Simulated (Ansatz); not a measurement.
# The potential step between two gates: 1T-CdF2 bilayer, AA

Two oppositely charged gates put a neutral stack in a displacement field D. The voltage between them is D/ε₀ times an electrical distance, shorter than the real one because the stack screens.

**Method.** Ansatz 0.2.0, plane waves with PAW datasets (its set soft_2), PBE-D3(BJ); isolated slab, charged sheets 4.5 Å from the outer atoms behind model barriers, atoms held. Voltages count from the uncharged case.

```tsv
run	D/ε₀ (V/nm)	step in an electron's potential, upper less lower gate (eV)
run 1	−1.810	−1.914
run 2	0.000	0.000
run 3	0.905	0.957
run 4	1.810	1.914
run 5	2.714	2.871
run 6	3.619	?
```

Q: Estimate the withheld value from the rows shown.

A least-squares line through the 5 rows shown has slope 1.0576 and intercept 0.0001; no row lies more than 0.001 eV off it. The size of the slope, 1.058 nm, is the electrical distance; the sheets are 1.527 nm apart, and screening reaches beyond the outer atoms. At 3.619 it gives 1.0576 × 3.619 + 0.0001 = 3.828 eV, beyond the rows fitted. Rounding and scatter of the rows alone allow about ±0.001 eV there.

The run itself gives 3.827 eV: a miss of −0.001 eV, or 0.0 % of the value. Screening stays linear to within 1 % over this range.

Caveats: The gates are model sheets, not atoms.

[Logs are printed without paths, hosts, clocks, repeated set-up lines and the standing remarks that a program may print on its own settings, such as how far it seeks lower states.]
